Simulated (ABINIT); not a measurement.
# RbCaH3 (Pm-3m): Raman and infrared activity

Aim: Raman and infrared lines of RbCaH3 (Pm-3m).

Program: ABINIT 10.8.3. Level of theory: DFT LDA, scalar-relativistic, plane waves, PseudoDojo norm-conserving pseudopotentials. Results are calculated unless marked as measured.

The structure was built from a prototype and need not be the compound's stable phase.

## (1) The starting structure

The structure is cubic, space group Pm-3m (No. 221). Conventional cell: a = 4.606 Å, b = 4.606 Å, c = 4.606 Å, α = 90.00°, β = 90.00°, γ = 90.00°. Nearest to Rb lie 12 H at 3.26 Å. Ca has 6 H at 2.30 Å nearest. Nearest to H lie 2 Ca at 2.30 Å and 4 Rb at 3.26 Å and 8 H at 3.26 Å. Farther neighbours are not listed.

## (2) A probe with smearing

A first run with smearing and empty bands tells whether the crystal has a gap, which decides between fixed occupations and smearing later on.

Input file probe.abi:

```
# ground state
tolvrs 1.0d-08
prtden 1
prtwf 1

# basis, mesh and filling
ecut 31.0
ngkpt 4 4 4
nshiftk 1
shiftk 0.0 0.0 0.0
istwfk *1
occopt 7
tsmear 0.005
nband 18
nstep 100
diemac 9.0
prtebands 0
prtgsr 0

# cell and atoms
acell 8.70407853 8.70407853 8.70407853
rprim 
    1.0 0.0 0.0
    0.0 1.0 0.0
    0.0 0.0 1.0
ntypat 3
znucl 37 20 1
natom 5
typat 1 2 3 3 3
xred 
    0.0 0.0 0.0
    0.5 0.5 0.5
    0.5 0.5 0.0
    0.5 0.0 0.5
    0.0 0.5 0.5
pp_dirpath "./pseudo"
pseudos "Rb.upf, Ca.upf, H.upf"
```

Command:

```
OMP_NUM_THREADS=1 mpirun -n 4 abinit probe.abi > probe.log
```

Numbers of over 12 decimals in the logs are rounded to 6 here.

probe.abo, the main output file:

```text
[banners, grids, parts of the stress and lines that vanish by symmetry left out]
- input  file    -> probe.abi
- output file    -> probe.abo
- root for input  files -> probei
[...]
Symmetries : space group Pm -3 m (#221); Bravais cP (primitive cubic)
[...]
mpw =        5520          nfft =       91125          nkpt =          10
[...]
== DATASET  1 ==================================================================
[...]
cutoff_energies: {ecut:  31.0, pawecutdg:  -1.0, }
[...]
ETOT  1  -67.503839467331    -6.750E+01 6.929E-02 2.395E+02
 ETOT  2  -67.574830653127    -7.099E-02 7.450E-03 2.144E+01
 ETOT  3  -67.577291026429    -2.460E-03 3.137E-03 2.957E+00
 ETOT  4  -67.577450866355    -1.598E-04 4.178E-03 8.039E-02
 ETOT  5  -67.577460759891    -9.894E-06 8.450E-04 2.251E-03
 ETOT  6  -67.577461070774    -3.109E-07 2.085E-03 1.051E-04
 ETOT  7  -67.577461085922    -1.515E-08 1.058E-03 9.915E-07
 ETOT  8  -67.577461086075    -1.531E-10 2.187E-03 1.867E-08
 ETOT  9  -67.577461086079    -4.675E-12 7.017E-04 5.150E-10
 At SCF step    9       vres2   =  5.15E-10 < tolvrs=  1.00E-08 =>converged.
[...]
sigma(1 1)=  1.08668969E-04  sigma(3 2)=  0.00000000E+00
  sigma(2 2)=  1.08668969E-04  sigma(3 1)=  0.00000000E+00
  sigma(3 3)=  1.08668969E-04  sigma(2 1)=  0.00000000E+00
[...]
convergence: {deltae: -4.675E-12, res2:  5.150E-10, residm:  7.017E-04, diffor: null, }
etotal    :  -6.75774611E+01
[...]
sigma(1 1)=  1.08668969E-04  sigma(3 2)=  0.00000000E+00
  sigma(2 2)=  1.08668969E-04  sigma(3 1)=  0.00000000E+00
  sigma(3 3)=  1.08668969E-04  sigma(2 1)=  0.00000000E+00
[...]
- sigma(1 1)=  3.19715144E+00  sigma(3 2)=  0.00000000E+00
- sigma(2 2)=  3.19715144E+00  sigma(3 1)=  0.00000000E+00
- sigma(3 3)=  3.19715144E+00  sigma(2 1)=  0.00000000E+00
[...]
fcart     -0.0000000000E+00 -0.0000000000E+00 -0.0000000000E+00
           strten      1.0866896866E-04  1.0866896866E-04  1.0866896866E-04
================================================================================

[key lines of the parts left out:]
pressure_GPa:  -3.1972E+00
```

Run time: 13 s. Hardware: 4 MPI ranks of Arm Neoverse V1, shared host; 50 s of CPU time.

Numbers from this step:

```
volume per atom   : 19.54 Å³
pressure          : -3.197 GPa
gap on the k-mesh : 2.959 eV
```

A gap of 3.0 eV opens on this mesh, so the crystal is taken as an insulator; the printed pressure holds the stress of the finite basis too.

## (3) Rough relaxation

The typed start is rough, so a first relaxation with smearing and loose thresholds takes it towards rest cheaply.

Input file prerelax.abi:

```
# relaxation
ionmov 2
optcell 2
dilatmx 1.15
chkdilatmx 0
ntime 40
tolmxf 3.0d-04
tolvrs 1.0d-10
prtwf 0
prtden 0
chksymtnons 0

# basis, mesh and filling
ecut 32.0
ecutsm 3.0
ngkpt 4 4 4
nshiftk 1
shiftk 0.0 0.0 0.0
istwfk *1
occopt 7
tsmear 0.005
nband 18
nstep 100
diemac 9.0
prtebands 0
prtgsr 0

# cell and atoms
acell 8.70407853 8.70407853 8.70407853
rprim 
    1.0 0.0 0.0
    0.0 1.0 0.0
    0.0 0.0 1.0
ntypat 3
znucl 37 20 1
natom 5
typat 1 2 3 3 3
xred 
    0.0 0.0 0.0
    0.5 0.5 0.5
    0.5 0.5 0.0
    0.5 0.0 0.5
    0.0 0.5 0.5
pp_dirpath "./pseudo"
pseudos "Rb.upf, Ca.upf, H.upf"
```

Command:

```
OMP_NUM_THREADS=1 mpirun -n 4 abinit prerelax.abi > prerelax.log
```

prerelax.abo, the main output file:

```text
[banners, grids, parts of the stress and lines that vanish by symmetry left out]
- input  file    -> prerelax.abi
- output file    -> prerelax.abo
- root for input  files -> prerelaxi
[...]
Symmetries : space group Pm -3 m (#221); Bravais cP (primitive cubic)
[...]
mpw =        8722          nfft =      157464          nkpt =          10
[...]
== DATASET  1 ==================================================================
[...]
cutoff_energies: {ecut:  32.0, pawecutdg:  -1.0, }
[...]
ETOT  1  -67.504917453887    -6.750E+01 4.750E-02 4.146E+02
 ETOT  2  -67.574674709539    -6.976E-02 7.320E-03 3.818E+01
 ETOT  3  -67.577239418808    -2.565E-03 1.451E-02 5.151E+00
 ETOT  4  -67.577405339236    -1.659E-04 4.516E-03 1.478E-01
 ETOT  5  -67.577416124670    -1.079E-05 2.916E-03 4.383E-03
[...]
At SCF step   10       vres2   =  1.13E-11 < tolvrs=  1.00E-10 =>converged.
[...]
ETOT  8  -67.582463484438     4.263E-12 7.247E-07 8.469E-12
 At SCF step    8       vres2   =  8.47E-12 < tolvrs=  1.00E-10 =>converged.
[...]
sigma(1 1)=  7.03979569E-08  sigma(3 2)=  0.00000000E+00
  sigma(2 2)=  7.03979569E-08  sigma(3 1)=  0.00000000E+00
  sigma(3 3)=  7.03979569E-08  sigma(2 1)=  0.00000000E+00
[...]
convergence: {deltae:  4.263E-12, res2:  8.469E-12, residm:  7.247E-07, diffor: null, }
etotal    :  -6.75824635E+01
[...]
At Broyd/MD step   5, gradients are converged :
[...]
sigma(1 1)=  7.03979569E-08  sigma(3 2)=  0.00000000E+00
  sigma(2 2)=  7.03979569E-08  sigma(3 1)=  0.00000000E+00
  sigma(3 3)=  7.03979569E-08  sigma(2 1)=  0.00000000E+00
[...]
- sigma(1 1)=  2.07117940E-03  sigma(3 2)=  0.00000000E+00
- sigma(2 2)=  2.07117940E-03  sigma(3 1)=  0.00000000E+00
- sigma(3 3)=  2.07117940E-03  sigma(2 1)=  0.00000000E+00
[...]
fcart     -0.0000000000E+00 -0.0000000000E+00 -0.0000000000E+00
           strten      7.0397956863E-08  7.0397956858E-08  7.0397956857E-08
================================================================================

[key lines of the parts left out:]
pressure_GPa:  -2.0712E-03
Total energy (etotal) [Ha]= -6.75824634844384E+01
```

Elapsed: 81 s, on 4 MPI ranks.

Relaxation path:

```tsv
step	energy less that of the first step (eV)	largest force (eV/Å)	volume (Å³)
1	0.0000	0.0000	97.72
2	-0.0175	0.0000	96.79
3	-0.1336	0.0000	83.19
4	-0.1373	0.0000	85.29
5	-0.1373	0.0000	85.03
```

```tsv
conventional cell, symmetrised	before	after	change
a (Å)	4.606	4.397	-4.5 %
b (Å)	4.606	4.397	-4.5 %
c (Å)	4.606	4.397	-4.5 %
volume (Å³/atom)	19.54	17.01	-13.0 %
```

Final coordinates:

```
Rb Ca H
1.0
     4.39741    0.00000    0.00000
     0.00000    4.39741    0.00000
     0.00000    0.00000    4.39741
Rb Ca H
1 1 3
Direct
  0.00000 0.00000 0.00000
  0.50000 0.50000 0.50000
  0.50000 0.50000 0.00000
  0.50000 0.00000 0.50000
  0.00000 0.50000 0.50000
```

Read from the output:

```
volume per atom   : 17.01 Å³
pressure          : -0.002071 GPa
gap on the k-mesh : 2.829 eV
```

The volume changes by -13.0 % in this run and stands -13.0 % from the first cell.

## (4) Rough relaxation

The cell changed much, so the rough relaxation is repeated on a basis made for the new cell.

Changes to prerelax.abi since step 3:

```diff
@@ -28,3 +28,3 @@
 # cell and atoms
-acell 8.70407853 8.70407853 8.70407853
+acell 8.309902366 8.309902366 8.309902366
 rprim
```

prerelax.abo, the main output file:

```text
[banners, grids, parts of the stress and lines that vanish by symmetry left out]
- input  file    -> prerelax.abi
- output file    -> prerelax.abo
- root for input  files -> prerelaxi
[...]
Symmetries : space group Pm -3 m (#221); Bravais cP (primitive cubic)
[...]
mpw =        7568          nfft =      125000          nkpt =          10
[...]
== DATASET  1 ==================================================================
[...]
cutoff_energies: {ecut:  32.0, pawecutdg:  -1.0, }
[...]
ETOT  1  -67.507863163451    -6.751E+01 4.172E-02 4.176E+02
 ETOT  2  -67.579961220477    -7.210E-02 1.302E-02 2.934E+01
 ETOT  3  -67.582310342673    -2.349E-03 3.249E-03 3.368E+00
 ETOT  4  -67.582454338158    -1.440E-04 3.201E-03 1.088E-01
 ETOT  5  -67.582463231399    -8.893E-06 9.426E-04 2.297E-03
 ETOT  6  -67.582463440715    -2.093E-07 1.440E-03 1.148E-04
 ETOT  7  -67.582463452496    -1.178E-08 4.718E-04 1.296E-06
 ETOT  8  -67.582463452622    -1.261E-10 4.491E-04 1.392E-08
 ETOT  9  -67.582463452619     3.467E-12 2.362E-04 7.621E-11
 At SCF step    9       vres2   =  7.62E-11 < tolvrs=  1.00E-10 =>converged.
[...]
sigma(1 1)=  7.06567117E-08  sigma(3 2)=  0.00000000E+00
  sigma(2 2)=  7.06567117E-08  sigma(3 1)=  0.00000000E+00
  sigma(3 3)=  7.06567117E-08  sigma(2 1)=  0.00000000E+00
[...]
convergence: {deltae:  3.467E-12, res2:  7.621E-11, residm:  2.362E-04, diffor: null, }
etotal    :  -6.75824635E+01
[...]
At Broyd/MD step   1, gradients are converged :
[...]
sigma(1 1)=  7.06567117E-08  sigma(3 2)=  0.00000000E+00
  sigma(2 2)=  7.06567117E-08  sigma(3 1)=  0.00000000E+00
  sigma(3 3)=  7.06567117E-08  sigma(2 1)=  0.00000000E+00
[...]
- sigma(1 1)=  2.07879223E-03  sigma(3 2)=  0.00000000E+00
- sigma(2 2)=  2.07879223E-03  sigma(3 1)=  0.00000000E+00
- sigma(3 3)=  2.07879223E-03  sigma(2 1)=  0.00000000E+00
[...]
fcart     -0.0000000000E+00 -0.0000000000E+00 -0.0000000000E+00
           strten      7.0656711738E-08  7.0656711741E-08  7.0656711740E-08
================================================================================

[key lines of the parts left out:]
pressure_GPa:  -2.0788E-03
Total energy (etotal) [Ha]= -6.75824634526190E+01
```

Run time: 16 s. Hardware: 4 MPI ranks; 64 s of CPU time.

Little changed from the start: no atom moved by 0.005 Å and no cell edge by 0.1 %.

Read from the output:

```yaml
pressure: -0.002079 GPa
```

The volume changes by +0.0 % in this run and stands -13.0 % from the first cell.

## (5) Relaxation

The harmonic expansion needs vanishing forces, and a free crystal bears no stress, so cell and atoms are brought to rest. Stress is more sensitive to the basis than forces are: the last 3 Ha under the cutoff are smoothed with ecutsm, and the cutoff is raised above that of the later runs.

relax.abi, as its differences from prerelax.abi of step 4:

```diff
@@ -3,7 +3,6 @@
 optcell 2
-dilatmx 1.15
-chkdilatmx 0
+dilatmx 1.08
 ntime 40
-tolmxf 3.0d-04
-tolvrs 1.0d-10
+tolmxf 1.0d-05
+tolvrs 1.0d-14
 prtwf 0
@@ -13,3 +12,3 @@
 # basis, mesh and filling
-ecut 32.0
+ecut 39.0
 ecutsm 3.0
@@ -19,5 +18,4 @@
 istwfk *1
-occopt 7
-tsmear 0.005
-nband 18
+occopt 1
+nband 11
 nstep 100
```

Command:

```
OMP_NUM_THREADS=1 mpirun -n 4 abinit relax.abi > relax.log
```

relax.abo, the main output file:

```text
[banners, grids, parts of the stress and lines that vanish by symmetry left out]
- input  file    -> relax.abi
- output file    -> relax.abo
- root for input  files -> relaxi
[...]
Symmetries : space group Pm -3 m (#221); Bravais cP (primitive cubic)
[...]
mpw =        8480          nfft =      157464          nkpt =          10
[...]
== DATASET  1 ==================================================================
[...]
cutoff_energies: {ecut:  39.0, pawecutdg:  -1.0, }
[...]
ETOT  1  -67.484033393980    -6.748E+01 1.052E-01 4.300E+02
 ETOT  2  -67.581160538661    -9.713E-02 2.995E-04 4.145E+01
 ETOT  3  -67.582588475662    -1.428E-03 6.357E-05 3.834E+00
 ETOT  4  -67.582729197700    -1.407E-04 6.284E-06 3.797E-02
 ETOT  5  -67.582733989283    -4.792E-06 8.373E-07 5.015E-03
[...]
At SCF step   15       vres2   =  4.96E-15 < tolvrs=  1.00E-14 =>converged.
[...]
sigma(1 1)=  1.27021629E-07  sigma(3 2)=  0.00000000E+00
  sigma(2 2)=  1.27021629E-07  sigma(3 1)=  0.00000000E+00
  sigma(3 3)=  1.27021629E-07  sigma(2 1)=  0.00000000E+00
[...]
convergence: {deltae:  1.634E-12, res2:  4.962E-15, residm:  6.090E-17, diffor: null, }
etotal    :  -6.75827348E+01
[...]
ETOT  1  -67.582734844946    -6.758E+01 7.056E-13 1.065E-05
[...]
At SCF step    8       vres2   =  1.36E-15 < tolvrs=  1.00E-14 =>converged.
[...]
sigma(1 1)=  1.15750604E-07  sigma(3 2)=  0.00000000E+00
  sigma(2 2)=  1.15750604E-07  sigma(3 1)=  0.00000000E+00
  sigma(3 3)=  1.15750604E-07  sigma(2 1)=  0.00000000E+00
[...]
convergence: {deltae: -1.933E-12, res2:  1.362E-15, residm:  1.585E-18, diffor: null, }
etotal    :  -6.75827348E+01
[...]
ETOT  1  -67.582734771889    -6.758E+01 1.587E-10 1.123E-03
[...]
ETOT  9  -67.582734849468    -7.262E-12 9.233E-18 5.078E-14
 ETOT 10  -67.582734849459     8.441E-12 1.742E-18 6.101E-16
 At SCF step   10       vres2   =  6.10E-16 < tolvrs=  1.00E-14 =>converged.
[...]
sigma(1 1)=  6.27149851E-12  sigma(3 2)=  0.00000000E+00
  sigma(2 2)=  6.27149851E-12  sigma(3 1)=  0.00000000E+00
  sigma(3 3)=  6.27149417E-12  sigma(2 1)=  0.00000000E+00
[...]
convergence: {deltae:  8.441E-12, res2:  6.101E-16, residm:  1.742E-18, diffor: null, }
etotal    :  -6.75827348E+01
[...]
At Broyd/MD step   3, gradients are converged :
[...]
sigma(1 1)=  6.27149851E-12  sigma(3 2)=  0.00000000E+00
  sigma(2 2)=  6.27149851E-12  sigma(3 1)=  0.00000000E+00
  sigma(3 3)=  6.27149417E-12  sigma(2 1)=  0.00000000E+00
[...]
- sigma(1 1)=  1.84513857E-07  sigma(3 2)=  0.00000000E+00
- sigma(2 2)=  1.84513857E-07  sigma(3 1)=  0.00000000E+00
- sigma(3 3)=  1.84513729E-07  sigma(2 1)=  0.00000000E+00
[...]
fcart     -0.0000000000E+00 -0.0000000000E+00 -0.0000000000E+00
           strten      6.2714985115E-12  6.2714985115E-12  6.2714941747E-12
================================================================================

[key lines of the parts left out:]
pressure_GPa:  -1.8451E-07
Total energy (etotal) [Ha]= -6.75827348494594E+01
```

Run time: 35 s. Hardware: 4 MPI ranks; 2.4 min of CPU time.

Little changed from the start: no atom moved by 0.005 Å and no cell edge by 0.1 %.

Numbers from this step:

* volume per atom: 17.00 Å³
* pressure: -1.85e-7 GPa

The volume changes by -0.0 % in this run and stands -13.0 % from the first cell.

## (6) Self-consistent run for the response

The response is built on these wavefunctions, so the potential is converged far more tightly than an energy would need. The mesh is shifted off Γ, since shifted meshes converge sums over the zone faster.

Input file gs.abi:

```
# ground state
tolvrs 1.0d-16
prtden 1
prtwf 1

# basis, mesh and filling
ecut 31.0
ngkpt 4 4 4
nshiftk 1
shiftk 0.5 0.5 0.5
istwfk *1
occopt 1
nband 11
nstep 100
diemac 9.0
prtebands 0
prtgsr 0

# cell and atoms
acell 8.309545539 8.309545539 8.309545539
rprim 
    1.0 0.0 0.0
    0.0 1.0 0.0
    0.0 0.0 1.0
ntypat 3
znucl 37 20 1
natom 5
typat 1 2 3 3 3
xred 
    0.0 0.0 0.0
    0.5 0.5 0.5
    0.5 0.5 0.0
    0.5 0.0 0.5
    0.0 0.5 0.5
pp_dirpath "./pseudo"
pseudos "Rb.upf, Ca.upf, H.upf"
```

Command:

```
OMP_NUM_THREADS=1 mpirun -n 4 abinit gs.abi > gs.log
```

gs.abo, the main output file:

```text
[banners, grids, parts of the stress and lines that vanish by symmetry left out]
- input  file    -> gs.abi
- output file    -> gs.abo
- root for input  files -> gsi
[...]
Symmetries : space group Pm -3 m (#221); Bravais cP (primitive cubic)
[...]
mpw =        4743          nfft =       91125          nkpt =           4
[...]
== DATASET  1 ==================================================================
[...]
cutoff_energies: {ecut:  31.0, pawecutdg:  -1.0, }
[...]
ETOT  1  -67.410128139952    -6.741E+01 1.676E-01 2.378E+02
 ETOT  2  -67.581169834720    -1.710E-01 6.024E-04 2.128E+01
 ETOT  3  -67.582406678951    -1.237E-03 4.415E-05 1.671E+00
 ETOT  4  -67.582524969577    -1.183E-04 9.548E-06 6.393E-03
 ETOT  5  -67.582528100488    -3.131E-06 3.615E-07 1.248E-03
[...]
ETOT 15  -67.582528543678     2.075E-12 2.788E-17 1.108E-14
 ETOT 16  -67.582528543681    -2.558E-12 4.058E-18 9.114E-17
 At SCF step   16       vres2   =  9.11E-17 < tolvrs=  1.00E-16 =>converged.
[...]
sigma(1 1)=  3.63901333E-06  sigma(3 2)=  0.00000000E+00
  sigma(2 2)=  3.63901333E-06  sigma(3 1)=  0.00000000E+00
  sigma(3 3)=  3.63901333E-06  sigma(2 1)=  0.00000000E+00
[...]
convergence: {deltae: -2.558E-12, res2:  9.114E-17, residm:  4.058E-18, diffor: null, }
etotal    :  -6.75825285E+01
[...]
sigma(1 1)=  3.63901333E-06  sigma(3 2)=  0.00000000E+00
  sigma(2 2)=  3.63901333E-06  sigma(3 1)=  0.00000000E+00
  sigma(3 3)=  3.63901333E-06  sigma(2 1)=  0.00000000E+00
[...]
- sigma(1 1)=  1.07063468E-01  sigma(3 2)=  0.00000000E+00
- sigma(2 2)=  1.07063468E-01  sigma(3 1)=  0.00000000E+00
- sigma(3 3)=  1.07063468E-01  sigma(2 1)=  0.00000000E+00
[...]
fcart     -0.0000000000E+00 -0.0000000000E+00 -0.0000000000E+00
           strten      3.6390133271E-06  3.6390133271E-06  3.6390133271E-06
================================================================================

[key lines of the parts left out:]
pressure_GPa:  -1.0706E-01
```

The job ended after 6.2 s (4 MPI ranks).

Read from the output:

| Item | Value |
| --- | --- |
| pressure | -0.1071 GPa |

The cell stands at -0.11 GPa: the relaxation ran with a smoothed and higher cutoff and on another k mesh.

## (7) The gap at rest

Empty bands on the ground state's density check that the gap assumed so far is there in this cell.

Input file gap.abi:

```
# empty bands on the ground state's density
iscf -2
getden_filepath "gso_DEN"
tolwfr 1.0d-12
nbdbuf 2
prtwf 0

# basis, mesh and filling
ecut 31.0
ngkpt 4 4 4
nshiftk 1
shiftk 0.0 0.0 0.0
istwfk *1
occopt 1
nband 15
nstep 100
diemac 9.0
prtebands 0
prtgsr 0

# cell and atoms
acell 8.309545539 8.309545539 8.309545539
rprim 
    1.0 0.0 0.0
    0.0 1.0 0.0
    0.0 0.0 1.0
ntypat 3
znucl 37 20 1
natom 5
typat 1 2 3 3 3
xred 
    0.0 0.0 0.0
    0.5 0.5 0.5
    0.5 0.5 0.0
    0.5 0.0 0.5
    0.0 0.5 0.5
pp_dirpath "./pseudo"
pseudos "Rb.upf, Ca.upf, H.upf"
```

Command:

```
OMP_NUM_THREADS=1 mpirun -n 4 abinit gap.abi > gap.log
```

gap.abo, the main output file:

```text
[banners, grids, parts of the stress and lines that vanish by symmetry left out]
- input  file    -> gap.abi
- output file    -> gap.abo
- root for input  files -> gapi
[...]
Symmetries : space group Pm -3 m (#221); Bravais cP (primitive cubic)
[...]
mpw =        4748          nfft =       91125          nkpt =          10
[...]
== DATASET  1 ==================================================================
[...]
cutoff_energies: {ecut:  31.0, pawecutdg:  -1.0, }
[...]
-outvars: echo values of variables after computation
            acell      8.3095455390E+00  8.3095455390E+00  8.3095455390E+00 Bohr
================================================================================
```

Wall time 14 s (4 MPI ranks); 56 s of CPU time.

In this cell the gap on the mesh is 2.8 eV, direct, so fixed occupations hold.

[end of part 1 of 3]

[Host names and launcher messages were left out of these logs when they were recorded.]

[Logs are printed without paths, hosts, clocks, repeated set-up lines and the standing remarks that a program may print on its own settings, such as how far it seeks lower states.]

[Hosts, paths, dates, database ids (printed as entryN), source tags and the programs' standing remarks are cut or masked in the printed files.]
